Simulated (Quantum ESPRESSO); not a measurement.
**Projected density of states of magnetic K2MnSe2**

Where do the states of the two spins of K2MnSe2 lie?

Method: PBEsol with U = 4 eV on Mn d (ortho-atomic projectors); plane waves with GBRV 1.5 PBEsol potentials, no spin-orbit coupling, in Quantum ESPRESSO 7.5.

### Step 1. The structure

It takes space group Ibam (No. 72, orthorhombic). Conventional cell: a = 7.166 Å, b = 13.193 Å, c = 6.440 Å, α = 90.00°, β = 90.00°, γ = 90.00°. Nearest to K lie 6 Se at 3.28 to 3.89 Å and 2 Mn at 3.50 Å. Nearest to Mn lie 4 Se at 2.56 Å. Nearest to Se lie 2 Mn at 2.56 Å and 6 K at 3.28 to 3.89 Å. Farther neighbours and most contacts between anions are not listed.

The cell comes from the Crystallography Open Database.

### Step 2. The magnetic state

This state came out lowest in a comparison of starts that is told elsewhere.

File pw.in:

```
&CONTROL
  calculation = 'scf'
  prefix = 'pwscf'
  outdir = './tmp'
  pseudo_dir = './pseudo'
  disk_io = 'low'
/
&SYSTEM
  ibrav = 0
  celldm(1) = 8
  nat = 10
  ntyp = 4
  ecutwfc = 40
  ecutrho = 280
  nbnd = 63
  occupations = 'smearing'
  smearing = 'fd'
  degauss = 0.00367493
  nspin = 2
  starting_magnetization(1) = 0
  starting_magnetization(2) = 0.3
  starting_magnetization(3) = -0.3
  starting_magnetization(4) = 0
/
&ELECTRONS
  conv_thr = 2d-08
  electron_maxstep = 150
  mixing_beta = 0.3
/
ATOMIC_SPECIES
K      39.0983 k_pbesol_v1.4.uspp.F.UPF
Mn1    54.9380 mn_pbesol_v1.5.uspp.F.UPF
Mn2    54.9380 mn_pbesol_v1.5.uspp.F.UPF
Se     78.9710 se_pbesol_v1.uspp.F.UPF
CELL_PARAMETERS alat
  -0.8463610880668    1.5581972976367    0.7606147651619
   0.8463610880668   -1.5581972976367    0.7606147651619
   0.8463610880668    1.5581972976367   -0.7606147651619
ATOMIC_POSITIONS crystal
K       0.1463900000    0.3393000000    0.4856900000
K       0.8536100000    0.6607000000    0.5143100000
K       0.3536100000    0.8393000000    0.1929100000
K       0.6463900000    0.1607000000    0.8070900000
Mn1     0.2500000000    0.2500000000    0.0000000000
Mn2     0.7500000000    0.7500000000    0.0000000000
Se      0.8940800000    0.1982700000    0.0923500000
Se      0.1059200000    0.8017300000    0.9076500000
Se      0.6059200000    0.6982700000    0.3041900000
Se      0.3940800000    0.3017300000    0.6958100000
K_POINTS automatic
4 4 4 0 0 0
HUBBARD {ortho-atomic}
U Mn1-3d 4.0000
U Mn2-3d 4.0000
```

Run with:

```
OMP_NUM_THREADS=1 mpirun -n 4 pw.x -nk 4 -in pw.in > pw.out
```

The log of the run:

```text
Program PWSCF v.7.5 starts

     Message from routine setup:
     using ibrav=0 with symmetry is DISCOURAGED, use correct ibrav instead

     K-points division:     npool     =       4
     Subspace diagonalization in iterative solution of the eigenvalue problem:

     bravais-lattice index     =            0
     lattice parameter (alat)  =       8.0000  a.u.
     unit-cell volume          =    2054.3424 (a.u.)^3
     number of atoms/cell      =           10
     number of atomic types    =            4
     number of electrons       =        90.00
     number of Kohn-Sham states=           63
     kinetic-energy cutoff     =      40.0000  Ry
     charge density cutoff     =     280.0000  Ry
     scf convergence threshold =      2.0E-08
     mixing beta               =       0.3000
     number of iterations used =            8  plain     mixing
     Exchange-correlation= SLA  PW   PSX  PSC
                           (   1   4  10   8   0   0   0)
     Hubbard projectors: ortho-atomic
     Hubbard parameters of DFT+U (Dudarev formulation) in eV:
     U(Mn1-3d) =  4.0000
     U(Mn2-3d) =  4.0000

     Internal variables: lda_plus_u =T, lda_plus_u_kind = 0

     Internal variables: orbital_resolved =F, hub_pot_fix =F, apply_U = F

     celldm(1)=   8.000000  celldm(2)=   0.000000  celldm(3)=   0.000000
     celldm(4)=   0.000000  celldm(5)=   0.000000  celldm(6)=   0.000000

     crystal axes: (cart. coord. in units of alat)
               a(1) = (  -0.846361   1.558197   0.760615 )
               a(2) = (   0.846361  -1.558197   0.760615 )
               a(3) = (   0.846361   1.558197  -0.760615 )

     reciprocal axes: (cart. coord. in units 2 pi/alat)
               b(1) = (  0.000000  0.320884  0.657363 )
               b(2) = (  0.590764 -0.000000  0.657363 )
               b(3) = (  0.590764  0.320884  0.000000 )

     PseudoPot. # 1 for K  read from file:
     k_pbesol_v1.4.uspp.F.UPF
     Pseudo is Ultrasoft + core correction, Zval =  9.0

     PseudoPot. # 2 for Mn read from file:
     mn_pbesol_v1.5.uspp.F.UPF
     Pseudo is Ultrasoft + core correction, Zval = 15.0

     PseudoPot. # 3 for Mn read from file:
     mn_pbesol_v1.5.uspp.F.UPF
     Pseudo is Ultrasoft + core correction, Zval = 15.0

     PseudoPot. # 4 for Se read from file:
     se_pbesol_v1.uspp.F.UPF
     Pseudo is Ultrasoft + core correction, Zval =  6.0

     atomic species   valence    mass     pseudopotential
     K                 9.00    39.09830     K ( 1.00)
     Mn1              15.00    54.93800     Mn( 1.00)
     Mn2              15.00    54.93800     Mn( 1.00)
     Se                6.00    78.97100     Se( 1.00)

     Starting magnetic structure
     atomic species   magnetization
     K               0.000
     Mn1             0.300
     Mn2            -0.300
     Se              0.000

      4 Sym. Ops. (no inversion) found ( 2 have fractional translation)

   Cartesian axes

     site n.     atom                  positions (alat units)
         1        K      tau(   1) = (   0.5743406   0.4562090   0.0000000  )
         2        K      tau(   2) = (   0.2720205   1.1019883   0.7606148  )
         3        K      tau(   3) = (   0.5743406  -0.4562090   0.7606148  )
         4        K      tau(   4) = (   0.2720205   2.0144063   0.0000000  )
         5        Mn1    tau(   5) = (   0.0000000   0.0000000   0.3803074  )
         6        Mn2    tau(   6) = (   0.0000000   0.0000000   1.1409221  )
         7        Se     tau(   7) = (  -0.5107451   1.2281088   0.7606148  )
         8        Se     tau(   8) = (   1.3571062   0.3300885   0.0000000  )
         9        Se     tau(   9) = (   0.3356160   0.3300885   0.7606148  )
        10        Se     tau(  10) = (   0.5107451   1.2281088  -0.0000000  )

     number of k points=    18  Fermi-Dirac smearing, width (Ry)=  0.0037
                       cart. coord. in units 2pi/alat
        k(    1) = (   0.0000000   0.0000000   0.0000000), wk =   0.0156250
        k(    2) = (   0.1476911   0.0802209   0.0000000), wk =   0.0625000
        k(    3) = (  -0.2953822  -0.1604418   0.0000000), wk =   0.0312500
        k(    4) = (   0.1476911  -0.0000000   0.1643407), wk =   0.0625000
        k(    5) = (   0.2953822   0.0802209   0.1643407), wk =   0.1250000
        [... 13 further k-points ...]

     Dense  grid:   162591 G-vectors     FFT dimensions: (  90,  90,  90)

     Smooth grid:    70217 G-vectors     FFT dimensions: (  64,  64,  64)

     Check: negative core charge=   -0.000012
     Generating pointlists ...
     new r_m :   0.3195 (alat units)  2.5559 (a.u.) for type    1
     new r_m :   0.2496 (alat units)  1.9971 (a.u.) for type    2
     new r_m :   0.2496 (alat units)  1.9971 (a.u.) for type    3
     new r_m :   0.2496 (alat units)  1.9971 (a.u.) for type    4

     Initial potential from superposition of free atoms

     starting charge      86.9849, renormalised to      90.0000

     STARTING HUBBARD OCCUPATIONS:

     =================== HUBBARD OCCUPATIONS ===================
     ------------------------ ATOM    5 ------------------------
     Tr[ns(  5)] (up, down, total) =   5.00000  0.00000  5.00000
     Atomic magnetic moment for atom   5 =   5.00000
     [... lines left out ...]
     ------------------------ ATOM    6 ------------------------
     Tr[ns(  6)] (up, down, total) =   0.00000  5.00000  5.00000
     Atomic magnetic moment for atom   6 =  -5.00000
     [... lines left out ...]
     Number of occupied Hubbard levels =   10.0000

     Atomic wfc used for Hubbard projectors are orthogonalized

     Starting wfcs are   74 randomized atomic wfcs

     Self-consistent Calculation

     iteration #  1     ecut=    40.00 Ry     beta= 0.30
     Davidson diagonalization with overlap
     ethr =  1.00E-02,  avg # of iterations =  6.2

     =================== HUBBARD OCCUPATIONS ===================
     ------------------------ ATOM    5 ------------------------
     Tr[ns(  5)] (up, down, total) =   4.61905  0.14519  4.76424
     Atomic magnetic moment for atom   5 =   4.47386
     [... lines left out ...]
     ------------------------ ATOM    6 ------------------------
     Tr[ns(  6)] (up, down, total) =   0.14514  4.61965  4.76479
     Atomic magnetic moment for atom   6 =  -4.47451
     [... lines left out ...]
     Number of occupied Hubbard levels =    9.5290

     total energy              =    -822.95456740 Ry
     estimated scf accuracy    <       3.08656433 Ry

     total magnetization       =     0.00 Bohr mag/cell
     absolute magnetization    =     9.46 Bohr mag/cell

     iteration #  2     ecut=    40.00 Ry     beta= 0.30
     Davidson diagonalization with overlap
     ethr =  3.43E-03,  avg # of iterations =  2.1

     total energy              =    -823.51859948 Ry
     estimated scf accuracy    <       0.23262194 Ry

     total magnetization       =    -0.00 Bohr mag/cell
     absolute magnetization    =     9.74 Bohr mag/cell

     [... further iterations left out ...]

     iteration # 11     ecut=    40.00 Ry     beta= 0.30
     Davidson diagonalization with overlap
     ethr =  2.33E-09,  avg # of iterations =  2.0

     negative rho (up, down):  3.336E-04 3.336E-04

     total energy              =    -823.57884901 Ry
     estimated scf accuracy    <       0.00000050 Ry

     total magnetization       =     0.00 Bohr mag/cell
     absolute magnetization    =     9.74 Bohr mag/cell

     iteration # 12     ecut=    40.00 Ry     beta= 0.30
     Davidson diagonalization with overlap
     ethr =  5.52E-10,  avg # of iterations =  6.1

     negative rho (up, down):  3.333E-04 3.333E-04

     Magnetic moment per site  (integrated on atomic sphere of radius R)
     atom   1 (R=0.319)  charge=  7.9515  magn= -0.0000
     atom   2 (R=0.319)  charge=  7.9515  magn= -0.0000
     atom   3 (R=0.319)  charge=  7.9515  magn= -0.0000
     atom   4 (R=0.319)  charge=  7.9515  magn= -0.0000
     atom   5 (R=0.250)  charge= 13.1450  magn=  4.3440
     atom   6 (R=0.250)  charge= 13.1450  magn= -4.3440
     atom   7 (R=0.250)  charge=  3.9307  magn=  0.0000
     atom   8 (R=0.250)  charge=  3.9307  magn=  0.0000
     atom   9 (R=0.250)  charge=  3.9307  magn=  0.0000
     atom  10 (R=0.250)  charge=  3.9307  magn=  0.0000

     End of self-consistent calculation

     =================== HUBBARD OCCUPATIONS ===================
     ------------------------ ATOM    5 ------------------------
     Tr[ns(  5)] (up, down, total) =   4.94775  0.34817  5.29592
     Atomic magnetic moment for atom   5 =   4.59958
     [... lines left out ...]
     ------------------------ ATOM    6 ------------------------
     Tr[ns(  6)] (up, down, total) =   0.34816  4.94775  5.29591
     Atomic magnetic moment for atom   6 =  -4.59959
     [... lines left out ...]
     Number of occupied Hubbard levels =   10.5918

     [... lines left out ...]
     the Fermi energy is     5.1472 ev

!    total energy              =    -823.57884936 Ry
     estimated scf accuracy    <       0.00000001 Ry
     smearing contrib. (-TS)   =      -0.00000000 Ry
     internal energy E=F+TS    =    -823.57884936 Ry

     The total energy is F=E-TS. E is the sum of the following terms:
     one-electron contribution =    -525.07350384 Ry
     hartree contribution      =     284.06174892 Ry
     xc contribution           =    -206.47896025 Ry
     ewald contribution        =    -376.19765926 Ry
     Hubbard energy            =       0.10952506 Ry

     total magnetization       =    -0.00 Bohr mag/cell
     absolute magnetization    =     9.74 Bohr mag/cell

     convergence has been achieved in  12 iterations

=------------------------------------------------------------------------------=
   JOB DONE.
=------------------------------------------------------------------------------=
```

Run time: 3.4 min. Hardware: 4 MPI ranks of Intel Xeon Platinum 8488C (Sapphire Rapids), shared host; peak memory 1.7 GiB; 13 min of CPU time.

Spin moment in the atom's sphere by atom:

```csv
atom,spin moment in the atom's sphere (μB)
K1,0.00
K2,0.00
K3,0.00
K4,0.00
Mn5,4.34
Mn6,-4.34
Se7,0.00
Se8,0.00
Se9,0.00
Se10,0.00
```

This step gave:

```yaml
smearing_term_ts: 9.65e-11 eV
magnetization: 0 μB
absolute_magnetization: 9.745 μB
final_state: antiferromagnetic
```

[end of part 1 of 2]

[Logs and program files are shortened in this print: banners, set-up blocks, solver, clock and traceback lines can be left out without a mark of their own.]

[Logs are printed without paths, hosts, clocks, repeated set-up lines and the standing remarks that a program may print on its own settings, such as how far it seeks lower states.]

[Hosts, paths, dates, database ids (printed as entryN), source tags and the programs' standing remarks are cut or masked in the printed files.]

[Where a cell is said to come from a database of computed structures, the database is the Materials Project.]
